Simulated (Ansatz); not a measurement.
# KTaO3 (Pm-3m): zone-centre modes under pressure, part 3 of 3

Aim: how do the optical modes of KTaO3 (Pm-3m) move with volume?

Ansatz 0.2.0; DFT LDA, scalar-relativistic, plane waves, PAW; PAW set soft_1.

So far, mean high-frequency dielectric constant: step 4 (zone-centre response at rest) 5.43.

**6. Modes of this member: 1.06 times the volume at rest**

The zone-centre modes follow for 1.06 times the volume at rest, with the response to a field.

input.yaml

```yaml
crystal:
  lattice:
    - [4.028853657, 0.0, 0.0]
    - [0.0, 4.028853657, 0.0]
    - [0.0, 0.0, 4.028853657]
  atoms:
    - { symbol: O, position: [0.5, 0.0, 0.0] }
    - { symbol: O, position: [0.0, 0.5, 0.0] }
    - { symbol: O, position: [0.0, 0.0, 0.5] }
    - { symbol: K, position: [0.5, 0.5, 0.5] }
    - { symbol: Ta, position: [0.0, 0.0, 0.0] }
kpoints:
  mp_grid: { grid: [8, 8, 8] }
hamiltonian:
  xc: lda
  pseudopotentials: { kind: paw, azcp: { folder: soft_1 }, xc_functional: pbe }
scf:
  occupations: { method: fixed }
output:
  eigenvalues: true
phonons:
  method: dfpt
  dielectric: true
  rigid_motions: translations
```

The run is started by

```console
ansatz run input.yaml --threads 8 --pin off --max-ram 16384MiB --backend cpu --events-out ev --progress --plain --runs-dir out
```

Numbers of over 12 decimals in the logs are rounded to 6 here.

Log:

```text
[...]
Crystal: 5 atoms, lattice volume = 65.395 Å³
Basis set: ecut = 420 eV, 1309 PW (Γ), exchange–correlation on 54×54×54 points (8 copies of the dense FFT grid, shifted against one another)
Bands: 25, of which v1, the nominal top of the filled ones, is band 20 counted from 1 (19 counted from 0)
Symmetry: 48 space group operations
k-points: 170 of 512 (irreducible under 2 space group operations, time reversal used)
[...]
SCF iter   1: F=—  HF=-12852.255578 eV  |F-HF|=—  |Δ(HF+E_count)|=         —  Δρ=5.42e-2  dr2=1.74e0  ethr=3.10e-3  ⟨swp⟩=4.3  Hψ=18050  notcnv=0  defer=440
[...]
SCF iter   9: F=-12851.686112 eV  HF=-12851.686112 eV  |F-HF|=9.09e-12  |Δ(HF+E_count)|=  4.46e-10  Δρ=4.08e-7  dr2=6.40e-11  ethr=1.00e-12  ⟨swp⟩=11.8  Hψ=29371  notcnv=0
SCF 1 converged in 9 iterations: F = -12851.686112 eV  dr2 = 6.40e-11
[...]
Bands: 21, of which v1, the nominal top of the filled ones, is band 20 counted from 1 (19 counted from 0)
k-points: 20 of 512
[...]
Eigensolver: Dense (20 Hₖ)
SCF iter   1: F=—  HF=-12851.686023 eV  |F-HF|=—  |Δ(HF+E_count)|=         —  Δρ=4.64e-4  dr2=2.47e-5  ethr=1.00e-1
[...]
SCF iter   4: F=-12851.686014 eV  HF=-12851.686014 eV  |F-HF|=1.72e-8  |Δ(HF+E_count)|=   2.51e-7  Δρ=5.42e-6  dr2=2.61e-8  ethr=2.38e-9
SCF 1 converged in 4 iterations: F = -12851.686014 eV  dr2 = 2.61e-8
[...]
SCF converged after 9 iterations
Free energy (F): -12851.686112 eV
[...]
Internal energy: -12851.686112 eV  (E = F + TS)
E sigma→0 (E₀):  -12851.686112 eV
Fermi energy:    7.924846 eV
[...]
--- Band table (eV; the first three rows and the last of 170) ---
  k-point 0: bands = [... 16 lower, 6.8956, 7.2834, 7.2834, 7.2834, 9.9408, 9.9408, 9.9408, 14.0641, ... 1 higher]
  k-point 1: bands = [... 16 lower, 6.8241, 6.8582, 7.2032, 7.2032, 9.9620, 10.4161, 10.4161, 14.3251, ... 1 higher]
  k-point 2: bands = [... 16 lower, 6.2707, 6.6588, 7.1295, 7.1295, 10.0143, 11.3974, 11.3974, 14.4230, ... 1 higher]
  k-point 169: bands = [... 16 lower, 4.0856, 7.9248, 7.9248, 7.9248, 14.0888, 14.0888, 14.0888, 16.5687, ... 1 higher]
[...]
ASR residual: 2.177e-4 → 0.000e0 eV/Å²; symmetrization residual: 1.191e-5 eV/Å²
  ASR residual per site (eV/Å²): 1.23e-4 1.23e-4 1.23e-4 9.65e-5 2.18e-4
[...]
ε∞ (high-frequency dielectric tensor):
        5.560644    -0.000000     0.000000
       -0.000000     5.560644     0.000000
        0.000000     0.000000     5.560644
[...]
Born effective charges Z* (e; rows j = field, columns β = displacement):
    site 0:
        -6.59119   -0.00000    0.00000
        -0.00000   -1.66735    0.00000
        -0.00000    0.00000   -1.66735
    site 1:
        -1.66735    0.00000   -0.00000
         0.00000   -6.59119    0.00000
        -0.00000   -0.00000   -1.66735
    site 2:
        -1.66735    0.00000    0.00000
        -0.00000   -1.66735    0.00000
         0.00000    0.00000   -6.59119
    site 3:
         1.14537   -0.00000    0.00000
        -0.00000    1.14537    0.00000
        -0.00000    0.00000    1.14537
    site 4:
         8.78052    0.00000    0.00000
        -0.00000    8.78052    0.00000
        -0.00000    0.00000    8.78052
  Z* charge neutrality: 2.560e-3 e pre-enforcement
  solved inside a basis spanned on kpoints, on 8×8×8 k-points, its susceptibility summed on 12×12×12: ε∞ is read to err by 1.6e-2, Z* by 4.0e-2 e (field_mesh: kpoints solves on kpoints); Z* is corrected for what the basis lacks
  optical modes at Γ without the LO–TO term, one row a degenerate level:
      ω (cm⁻¹)  modes    IR ((D/Å)²/amu)
       -127.30      3           191.3374
        158.49      3             6.7088
        264.18      3             0.0000
        480.96      3            45.7585
  optical modes at Γ + LO–TO along q̂ = [1.0000, 0.0000, 0.0000]:
      ω (cm⁻¹)  modes    IR ((D/Å)²/amu)
       -127.30      2           127.5583
        153.23      1             0.0333
        158.49      2             4.4726
        264.18      3             0.0000
        398.58      1             5.6868
        480.96      2            30.5057
        731.13      1            75.5481
  optical modes at Γ + LO–TO along q̂ = [0.0000, 1.0000, 0.0000]:
      ω (cm⁻¹)  modes    IR ((D/Å)²/amu)
       -127.30      2           127.5583
        153.23      1             0.0333
        158.49      2             4.4726
        264.18      3             0.0000
        398.58      1             5.6868
        480.96      2            30.5057
        731.13      1            75.5481
  optical modes at Γ + LO–TO along q̂ = [0.0000, 0.0000, 1.0000]:
      ω (cm⁻¹)  modes    IR ((D/Å)²/amu)
       -127.30      2           127.5583
        153.23      1             0.0333
        158.49      2             4.4726
        264.18      3             0.0000
        398.58      1             5.6868
        480.96      2            30.5057
        731.13      1            75.5481
```

Elapsed: 53 s, on 8 threads of Arm Neoverse N1, shared host; peak memory 1.3 GiB.

Numbers from this step:

```
sum-rule residual before enforcement                    : 2.18e-4 eV/Å²
miss of the charge sum rule                             : 0.002560 e
estimated error of the dielectric tensor                : 0.01560
estimated error of the Born charges                     : 0.03951 e
highest optical mode at the zone centre (no LO-TO term) : 481.0 cm⁻¹
lowest optical zone-centre mode                         : -127.3 cm⁻¹
mean high-frequency dielectric constant                 : 5.561
largest Born charge (third of the trace)                : 8.780 e
top of the zone-centre spectrum with the field          : 731.1 cm⁻¹
```

Without the LO-TO term. Patterns of degenerate modes are one choice out of their space. The modes at Γ (shares of kinetic energy by element, %) (negative means imaginary):

```
mode  frequency (cm⁻¹)  symmetry  O %  K %  Ta %
   1            -127.3       T1u   76    1    23
   2            -127.3       T1u   76    1    23
   3            -127.3       T1u   76    1    23
   4               0.0  acoustic   18   15    68
   5               0.0  acoustic   18   15    68
   6               0.0  acoustic   18   15    68
   7             158.5       T1u    6   85     9
   8             158.5       T1u    6   85     9
   9             158.5       T1u    6   85     9
  10             264.2       T2u  100    0     0
  11             264.2       T2u  100    0     0
  12             264.2       T2u  100    0     0
  13             481.0       T1u  100    0     0
  14             481.0       T1u  100    0     0
  15             481.0       T1u  100    0     0
```

Displacements in mode 1 (-127.3 cm⁻¹), the largest set to 1:
```
O1   0.01 -0.02  0.75
O2   0.00 -0.02  0.75
O3   0.00 -0.02  1.00
K4   0.00  0.00  0.08
Ta5  0.00  0.01 -0.24
```

Displacements in mode 15 (481.0 cm⁻¹), the largest set to 1:
```
O1   0.00  0.00 -0.62
O2   0.00  0.00 -0.62
O3   0.00  0.00  1.00
K4   0.00  0.00 -0.02
Ta5  0.00  0.00  0.03
```

Transverse modes; imaginary modes are left out. Infrared lines, with heights relative to the strongest:

```
position (cm⁻¹)  label  relative intensity
            158    T1u                  15
            264    T2u                 0.0
            481    T1u                 100
```

Without the LO-TO term the lowest optical mode is imaginary, 127.3i cm⁻¹, so the energy falls along it, and the highest lies at 481.0 cm⁻¹.

Between step 4 and this run (volume ratio 1.06) the value for the mean high-frequency dielectric constant moves from 5.43 to 5.56 (+2 %).

**7. Ground state of a member: 0.9 times the volume at rest**

The cell is set to 0.9 times the volume at rest; symmetry leaves nothing else free, so this is a single point.

input.yaml, the sections that differ from step 6:

```yaml
crystal:
  lattice:
    - [3.8149926643, 0.0, 0.0]
    - [0.0, 3.8149926643, 0.0]
    - [0.0, 0.0, 3.8149926643]
  atoms:
    - { symbol: O, position: [0.5, 0.0, 0.0] }
    - { symbol: O, position: [0.0, 0.5, 0.0] }
    - { symbol: O, position: [0.0, 0.0, 0.5] }
    - { symbol: K, position: [0.5, 0.5, 0.5] }
    - { symbol: Ta, position: [0.0, 0.0, 0.0] }
output:
  forces: true
  stress: true
  eigenvalues: true
# kpoints, hamiltonian, scf: as in step 6
# phonons: removed
```

Log:

```text
[...]
Crystal: 5 atoms, lattice volume = 55.524 Å³
Basis set: ecut = 420 eV, 1045 PW (Γ)
Bands: 25, of which v1, the nominal top of the filled ones, is band 20 counted from 1 (19 counted from 0)
Symmetry: 48 space group operations
[...]
k-points: 35 of 512
[...]
k-point 0: bands = [... 16 lower, 8.9890, 9.7851, 9.7851, 9.7851, 12.6254, 12.6254, 12.6254, 17.7825, ... 1 higher]
  k-point 1: bands = [... 16 lower, 8.8864, 9.1991, 9.6969, 9.6969, 12.6583, 13.2184, 13.2184, 18.0921, ... 1 higher]
  k-point 2: bands = [... 16 lower, 8.4151, 8.6547, 9.6071, 9.6071, 12.7405, 14.4592, 14.4592, 18.7604, ... 1 higher]
  k-point 34: bands = [... 16 lower, 5.9698, 10.2876, 10.2876, 10.2876, 17.9965, 17.9965, 17.9965, 19.4010, ... 1 higher]
[key lines of the parts left out:]
SCF converged after 8 iterations
Free energy (F): -12851.312638 eV
Fermi energy:    10.287633 eV
P = ⅓ Tr σ = 29.1157 GPa (291.157 kbar)
```

Elapsed: 1.2 s, on 8 threads; peak memory 0.39 GiB.

This step gave:

```yaml
pressure: 29.12 GPa
gap_on_the_k_mesh: 2.338 eV
volume_per_atom: 11.10 Å³
```

The forces vanish by symmetry, at a pressure of 29.12 GPa.

**8. Modes of this member: 0.9 times the volume at rest**

The zone-centre modes follow for 0.9 times the volume at rest, with the response to a field.

Changes to input.yaml since step 7:

```diff
@@ -19,4 +19,6 @@
 output:
-  forces: true
-  stress: true
   eigenvalues: true
+phonons:
+  method: dfpt
+  dielectric: true
+  rigid_motions: translations
```

Log:

```text
[...]
Crystal: 5 atoms, lattice volume = 55.524 Å³
Basis set: ecut = 420 eV, 1045 PW (Γ), exchange–correlation on 54×54×54 points (8 copies of the dense FFT grid, shifted against one another)
Bands: 25, of which v1, the nominal top of the filled ones, is band 20 counted from 1 (19 counted from 0)
Symmetry: 48 space group operations
k-points: 170 of 512 (irreducible under 2 space group operations, time reversal used)
[...]
optical modes at Γ + LO–TO along q̂ = [1.0000, 0.0000, 0.0000]:
      ω (cm⁻¹)  modes    IR ((D/Å)²/amu)
[...]
optical modes at Γ + LO–TO along q̂ = [0.0000, 1.0000, 0.0000]:
      ω (cm⁻¹)  modes    IR ((D/Å)²/amu)
[...]
optical modes at Γ + LO–TO along q̂ = [0.0000, 0.0000, 1.0000]:
      ω (cm⁻¹)  modes    IR ((D/Å)²/amu)
[...]
225.74      2            12.2727
        381.66      1             7.8824
        730.24      2            91.1280
        985.43      1            69.2759
[key lines of the parts left out:]
SCF converged after 9 iterations
Free energy (F): -12851.312640 eV
Fermi energy:    10.287638 eV
```

Run time: 45 s. Hardware: 8 threads; peak memory 1.2 GiB; 5.3 min of CPU time.

Numbers from this step:

```
sum-rule residual before enforcement                    : 1.21e-4 eV/Å²
miss of the charge sum rule                             : 0.002126 e
estimated error of the dielectric tensor                : 0.01422
estimated error of the Born charges                     : 0.03889 e
highest optical mode at the zone centre (no LO-TO term) : 730.2 cm⁻¹
lowest optical zone-centre mode                         : 103.6 cm⁻¹
mean high-frequency dielectric constant                 : 5.280
largest Born charge (third of the trace)                : 8.644 e
mean static dielectric constant                         : 105.1
top of the zone-centre spectrum with the field          : 985.4 cm⁻¹
```

Without the LO-TO term. Patterns of degenerate modes are one choice out of their space. Modes at Γ, with each element's share of the kinetic energy:

```
mode  frequency (cm⁻¹)  symmetry  O %  K %  Ta %
   1               0.0  acoustic   18   15    68
   2               0.0  acoustic   18   15    68
   3               0.0  acoustic   18   15    68
   4             103.6       T1u   67    7    26
   5             103.6       T1u   67    7    26
   6             103.6       T1u   67    7    26
   7             187.7       T2u  100    0     0
   8             187.7       T2u  100    0     0
   9             187.7       T2u  100    0     0
  10             225.7       T1u   17   79     4
  11             225.7       T1u   17   79     4
  12             225.7       T1u   17   79     4
  13             730.2       T1u   98    0     2
  14             730.2       T1u   98    0     2
  15             730.2       T1u   98    0     2
```

Displacements in mode 6 (103.6 cm⁻¹), the largest set to 1:
```
O1  -0.01 -0.10  1.00
O2  -0.03 -0.03  1.00
O3  -0.03 -0.10  0.32
K4  -0.01 -0.03  0.30
Ta5  0.01  0.03 -0.27
```

Displacements in mode 10 (225.7 cm⁻¹), the largest set to 1:
```
O1   0.00 -0.48  0.32
O2   0.00 -0.27  0.32
O3   0.00 -0.48  0.18
K4   0.00  1.00 -0.67
Ta5  0.00 -0.11  0.07
```

Transverse modes. Lines of the infrared spectrum (strongest = 100):

```
position (cm⁻¹)  label  relative intensity
            104    T1u                  56
            188    T2u                 0.0
            226    T1u                  13
            730    T1u                 100
```

Without the LO-TO term the lowest optical mode is real, 104 cm⁻¹, and the highest lies at 730.2 cm⁻¹.

Between step 4 and this run (volume ratio 0.9) the value for the mean high-frequency dielectric constant moves from 5.43 to 5.28 (-3 %).

**9. The series together**

The members are set side by side, also those not shown above.

Each row is one cell with its response, relaxed at fixed volume as far as symmetry leaves anything free; energies are extrapolated to zero smearing, and E0 is that at rest; imaginary frequencies occur in the series; shape and atoms are relaxed in each cell where symmetry leaves them free. State of the crystal along the series:

```
volume ratio  V (Å³/atom)  pressure (GPa)  E - E0 (meV/atom)  gap on mesh (eV)     ε∞     ε0  largest Born charge in size, a third of the trace (e)  top mode with the field, highest of q along x, y and z (cm⁻¹)
         0.9        11.11           29.12                102             2.338   5.28  105.1                                                  8.644                                                          985.4
        0.92        11.35           21.95              62.77             2.299  5.305  84.83                                                  8.652                                                          949.8
        0.94         11.6           15.54              33.97             2.259  5.333  81.52                                                  8.663                                                          915.4
        0.96        11.85           9.784              14.54             2.218  5.364  88.15                                                  8.677                                                          882.1
        0.98        12.09           4.625              3.552             2.179  5.397  107.9                                                  8.694                                                            850
        0.99        12.21           2.249             0.8803             2.158  5.415  127.5                                                  8.702                                                          834.3
           1        12.34       -0.001599                  0             2.138  5.434  161.8                                                  8.719                                                          819.2
        1.02        12.59          -4.151              3.274             2.097  5.473  457.3                                                  8.733                                                          788.7
        1.04        12.83           -7.87               12.6             2.057  5.516      -                                                  8.756                                                          759.5
        1.06        13.08           -11.2              27.34             2.016  5.561      -                                                   8.78                                                          731.1
```

Without the LO-TO term; each mode is tracked from rest by its pattern, and modes that stay within 0.3 cm⁻¹ of each other stand once; imaginary frequencies occur in the series; shape and atoms are relaxed in each cell where symmetry leaves them free. Optical modes along the series:

```
V (Å³/atom)  mode 4 T1u (cm⁻¹)  mode 7 T1u (cm⁻¹)  mode 10 T2u (cm⁻¹)  mode 13 T1u (cm⁻¹)
      11.11              103.6              225.7               187.7               730.2
      11.35                121              216.7               205.2               691.5
       11.6              128.9              207.7               219.1               654.5
      11.85              129.1              198.8               230.5               619.3
      12.09              121.2              189.9               239.9               586.3
      12.21              113.5              185.6                 244               570.6
      12.34              102.5              181.3               247.7               555.6
      12.59              62.61              173.1               254.2               527.7
      12.83             -70.98              165.6               259.6               502.7
      13.08             -127.3              158.5               264.2                 481
```

From cubic fits (parabolas where under five rows exist) of ln ω and P against ln V through the rows within about 4 % of rest: γ = −d ln ω / d ln V and dω/dP = γ ω / B. Slopes at rest:

```
       mode  fitted frequency at rest (cm⁻¹)  Grüneisen parameter γ  dω/dP (cm⁻¹/GPa)
 mode 7 T1u                            181.3                   2.33              1.92
mode 10 T2u                            247.7                  -1.43             -1.62
mode 13 T1u                            555.5                   2.64               6.7
```

**10. Outcome**

| Property | Result |
| --- | --- |
| members | 10 |
| highest optical mode at the zone centre (no LO-TO term), at rest | 555.6 cm⁻¹ |
| bulk modulus at rest | 219 GPa |
| mode 7 T1u, γ | 2.33 |
| mode 10 T2u, γ | -1.43 |
| mode 13 T1u, γ | 2.64 |

**Reading.** The series spans -11.2 to 29.1 GPa, and the slope at rest gives a bulk modulus of 219 GPa. Among the modes in the table of slopes γ runs from -1.43 (mode 10 T2u) to 2.64 (mode 13 T1u). A negative γ means that the mode softens under pressure. ε∞ is 5.43 at rest, with d ln ε∞ / d ln V = 0.35. A mode is imaginary at volume ratio 1.04 and 1.06, where this structure is not a minimum. One k mesh and one cutoff serve the ground states and modes of all volumes; the field response picks its own mesh. These are harmonic frequencies at zero temperature: anharmonic shifts, linewidths and thermal expansion are left out. Spin-orbit coupling is left out, which can matter for the heavy elements here. The PAW files were made for PBE; the program adapts parts of them to the functional of the run, but their partial waves stay those of PBE, an approximation that was not tested in this session. Only the zone centre was solved, so an instability at another wavevector cannot show here.

[Logs are printed without paths, hosts, clocks, repeated set-up lines and the standing remarks that a program may print on its own settings, such as how far it seeks lower states.]

[Hosts, paths, dates, database ids (printed as entryN), source tags and the programs' standing remarks are cut or masked in the printed files.]
